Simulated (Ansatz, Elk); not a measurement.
**How far do independent atoms describe LiZnF3?**

The structure of LiZnF3 used here is made up (a known structure type with other elements) and was relaxed beforehand with r2SCAN. The aim is the Fourier transform of its all-electron density, F(hkl), set beside the sum over free spherical atoms that refinements use.

Main program and level: Elk 11.2.3 (patched build); DFT, PBE, all-electron APW+lo, Dirac cores, scalar-relativistic bands, static density, no spin.

This account leaves out most program logs.

The structure was built from a prototype and need not be the compound's stable phase.

**1. Set-up**

It takes space group Pm-3m (No. 221, cubic). The conventional cell has a = 3.964 Å, b = 3.964 Å, c = 3.964 Å, α = 90.00°, β = 90.00°, γ = 90.00°. Nearest to Zn lie 6 F at 1.98 Å. Nearest to F lie 2 Zn at 1.98 Å. Nearest to Li lie 12 F at 2.80 Å. Farther neighbours and most contacts between anions are not listed.

**2. Ground state and structure factors**

An all-electron density is needed, since X-rays see the cores too. Task 0 finds the density and task 195 Fourier-transforms it; tshift is off so that phases refer to the origin typed.

The input, elk.in:

```
tasks
  0
  195

xctype
  20

spinpol
  .false.

rgkmax
  7.0

gmaxvr
  14.0

lmaxo
  7

lmaxapw
  8

swidth
  0.002

tshift
  .false.

ramdisk
  .false.

hmaxvr
  5.5

maxscl
  120

epspot
  1e-06

sppath
  './'

avec
  7.49095368418 0.00000000000 -0.00000000000
  0.00000000000 7.49095368418 0.00000000000
  -0.00000000000 0.00000000000 7.49095368418

atoms
  3
  'Zn.in'
  1
  0.0000000000 0.0000000000 -0.0000000000   0.000000 0.000000 0.000000
  'F.in'
  3
  0.5000000000 0.0000000000 0.0000000000   0.000000 0.000000 0.000000
  -0.0000000000 -0.0000000000 0.5000000000   0.000000 0.000000 0.000000
  -0.0000000000 0.5000000000 0.0000000000   0.000000 0.000000 0.000000
  'Li.in'
  1
  0.5000000000 0.5000000000 0.5000000000   0.000000 0.000000 0.000000

ngridk
  6 6 6
```

Started as:

```bash
OMP_NUM_THREADS=4 elk
```

The job ended after 13 s (4 threads of AMD EPYC 7R13 (Zen 3), shared host; peak memory 0.16 GiB).

SFACRHO.OUT:

```text

h k l indices transformed by vhmat matrix:
   1.000000000       0.000000000       0.000000000    
   0.000000000       1.000000000       0.000000000    
   0.000000000       0.000000000       1.000000000    

      h      k      l  multipl.   |H|            Re(F)            Im(F)           |F|

      0      0      0      1   0.0000000       60.000004     -0.60220940E-16   60.000004    
     -1      0      0      6  0.83876974       33.024727     -0.12357987E-14   33.024727    
      1     -1      0     12   1.1861995       19.412674      0.57720831E-16   19.412674    
     -1     -1     -1      8   1.4527918       2.2260142     -0.23803572E-14   2.2260142    
      0      0     -2      6   1.6775395       41.698455      0.17107014E-14   41.698455    
     -1     -2      0     24   1.8755462       25.150205      0.28573403E-16   25.150205    
      1     -2      1     24   2.0545579       16.924786      0.22431092E-14   16.924786    
      0      2     -2     12   2.3723991       32.951836      0.79328725E-16   32.951836    
      0     -3      0      6   2.5163092       20.765015     -0.20051439E-14   20.765015    
     -1      2     -2     24   2.5163092       20.768815     -0.71067939E-15   20.768815    
      3      1      0     24   2.6524228       14.931702      0.13043837E-14   14.931702    
      1     -3      1     24   2.7818845       4.9550593     -0.70212870E-15   4.9550593    
     -2      2      2      8   2.9055836       27.612617     -0.11014555E-14   27.612617    
     -3      2      0     24   3.0242273       17.874628     -0.21798125E-14   17.874628    
     -3      1      2     48   3.1383890       13.303115     -0.14906782E-14   13.303115    
      0     -4      0      6   3.3550790       24.001810      0.18211830E-14   24.001810    
      2     -2     -3     24   3.4583363       15.818234     -0.13672643E-14   15.818234    
      4     -1      0     24   3.4583363       15.867736     -0.14045167E-14   15.867736
```

Elk indexes on the primitive cell of elk.in and gives |H| = 4π sin θ/λ in inverse bohr. Below, one row stands for each form hkl of the conventional cell (m members, Friedel mates merged), F is for one primitive cell and the density is static (no thermal factor). Free-atom factors are Waasmaier and Kirfel's, and R is Σm||F|−|F'||/Σm|F|.

| hkl | m | sin θ/λ (Å⁻¹) | abs F, DFT | neutral atoms | diff. | ions | diff. |
| --- | --- | --- | --- | --- | --- | --- | --- |
| 100 | 6 | 0.126 | 33.025 | 32.907 | +0.117 | 32.944 | +0.081 |
| 110 | 12 | 0.178 | 19.413 | 19.786 | -0.373 | 19.382 | +0.030 |
| 111 | 8 | 0.218 | 2.226 | 2.751 | -0.525 | 2.306 | -0.080 |
| 200 | 6 | 0.252 | 41.699 | 41.466 | +0.232 | 41.860 | -0.161 |
| 210 | 24 | 0.282 | 25.150 | 25.132 | +0.018 | 25.292 | -0.142 |
| 211 | 24 | 0.309 | 16.925 | 16.989 | -0.064 | 17.132 | -0.208 |
| 220 | 12 | 0.357 | 32.952 | 32.977 | -0.026 | 33.017 | -0.065 |
| 300 | 6 | 0.378 | 20.765 | 20.776 | -0.011 | 20.850 | -0.085 |
| 221 | 24 | 0.378 | 20.769 | 20.776 | -0.007 | 20.850 | -0.081 |
| 310 | 24 | 0.399 | 14.932 | 14.950 | -0.018 | 15.074 | -0.142 |
| 311 | 24 | 0.418 | 4.955 | 4.922 | +0.034 | 5.120 | -0.164 |
| 222 | 8 | 0.437 | 27.613 | 27.641 | -0.029 | 27.583 | +0.030 |
| 320 | 24 | 0.455 | 17.875 | 17.873 | +0.001 | 17.895 | -0.021 |
| 321 | 48 | 0.472 | 13.303 | 13.319 | -0.016 | 13.382 | -0.079 |
| 400 | 6 | 0.504 | 24.002 | 23.992 | +0.010 | 23.908 | +0.093 |
| 322 | 24 | 0.520 | 15.818 | 15.803 | +0.015 | 15.792 | +0.026 |
| 410 | 24 | 0.520 | 15.868 | 15.803 | +0.065 | 15.792 | +0.076 |
| 411 | 24 | 0.535 | 12.042 | 11.998 | +0.044 | 12.015 | +0.027 |

The ions are Li+, Zn2+ and F−, by formal charge.

**3. The highest occupied states alone**

An energy window below the Fermi level keeps the highest occupied states, to see at which angles they scatter; shallow core shells can lie inside it and anion s states outside. No new self-consistency is needed.

Edit elk.in of step 2 so:

```diff
@@ -1,3 +1,2 @@
 tasks
-  0
   195
@@ -40,2 +39,5 @@
 
+wsfac
+  -0.387130 0.353860
+
 sppath
```

Started as:

```bash
OMP_NUM_THREADS=4 elk
```

Wall time 3.9 s (4 threads); peak memory 0.16 GiB; 4.9 s of CPU time.

States within 12 eV below the Fermi level hold 28.00 electrons; any levels below the window count with the cores. Their amplitudes can exceed the total, where window and core parts have opposite phase:

| hkl | sin θ/λ (Å⁻¹) | abs F, window | abs F, all |
| --- | --- | --- | --- |
| 100 | 0.126 | 13.761 | 33.025 |
| 110 | 0.178 | 4.149 | 19.413 |
| 111 | 0.218 | 2.711 | 2.226 |
| 200 | 0.252 | 14.968 | 41.699 |
| 210 | 0.282 | 8.356 | 25.150 |
| 211 | 0.309 | 3.222 | 16.925 |
| 220 | 0.357 | 9.624 | 32.952 |
| 300 | 0.378 | 5.648 | 20.765 |
| 221 | 0.378 | 5.712 | 20.769 |
| 310 | 0.399 | 2.493 | 14.932 |

**4. Another functional**

The difference from free atoms is small, so it is set against the change that PBEsol makes.

Edit elk.in of step 3 so:

```diff
@@ -1,2 +1,3 @@
 tasks
+  0
   195
@@ -4,3 +5,3 @@
 xctype
-  20
+  22
 
@@ -39,5 +40,2 @@
 
-wsfac
-  -0.387130 0.353860
-
 sppath
```

Started as:

```bash
OMP_NUM_THREADS=4 elk
```

The job ended after 13 s (4 threads; peak memory 0.16 GiB; 36 s of CPU time).

Against the first run R = 0.06 %; the largest change is -0.060 at 200.

**5. Basis size**

A smaller basis shows how fast F responds to it; the change is likely larger than the basis error of the first run, but doesn't show convergence.

Edit elk.in of step 4 so:

```diff
@@ -5,3 +5,3 @@
 xctype
-  22
+  20
 
@@ -11,3 +11,3 @@
 rgkmax
-  7.0
+  5.5
```

Started as:

```bash
OMP_NUM_THREADS=4 elk
```

Wall time 10 s (4 threads); peak memory 0.16 GiB; 24 s of CPU time.

Against the first run R = 0.08 %; the largest change is -0.052 at 200.

**6. Settings against the effect**

| run | R against the first run (%) | R against neutral atoms, low angle (%) | wall time |
| --- | --- | --- | --- |
| PBE, rgkmax 7 | 0.00 | 0.86 | 13 s |
| PBEsol | 0.06 | 0.78 | 13 s |
| rgkmax 5.5 | 0.08 | 0.78 | 10 s |

**7. What came out**

```yaml
r_against_neutral_atoms_sin_theta_lambda_0p3_a_minus1: 0.86 %
r_against_neutral_atoms_0p3_to_0p82_a_minus1: 0.28 %
r_against_ions_below_0p3_a_minus1: 0.45 %
```

What this shows: Independent neutral atoms miss the calculated amplitudes by R = 0.86 % below 0.3 Å⁻¹ and 0.28 % from there to 0.82 Å⁻¹; by shells, 0.36 % below 0.15 Å⁻¹ (1 form), 0.95 % 0.15 to 0.3 (4 forms), 0.17 % 0.3 to 0.45 (7 forms), 0.30 % above 0.45 (37 forms). Bonding, aspherical density and the tables' own atoms all enter these figures, and the runs don't part them. The largest change of an amplitude is -0.52 electrons, at 111. Weak lines can change much in proportion: 111 goes from 2.75 to 2.23. Formal ions give R = 0.45 % at low angle, nearer than neutral atoms. The window's part falls from 28.0 electrons at the origin to at most 4.82 between 0.45 and 0.82 Å⁻¹, where compact states inside the window still scatter. Below 0.3 Å⁻¹ the changes that finished (PBEsol and rgkmax 5.5) move F by R = 0.11 % at most, against the 0.86 % that separates it from free atoms. The k-mesh has no finished test. Part of the difference isn't bonding: the tables are fits to free atoms and ions calculated by other methods than this functional. Thermal motion, anomalous dispersion and extinction are left out.

[Logs are printed without paths, hosts, clocks, repeated set-up lines and the standing remarks that a program may print on its own settings, such as how far it seeks lower states.]

[Hosts, paths, dates, database ids (printed as entryN), source tags and the programs' standing remarks are cut or masked in the printed files.]
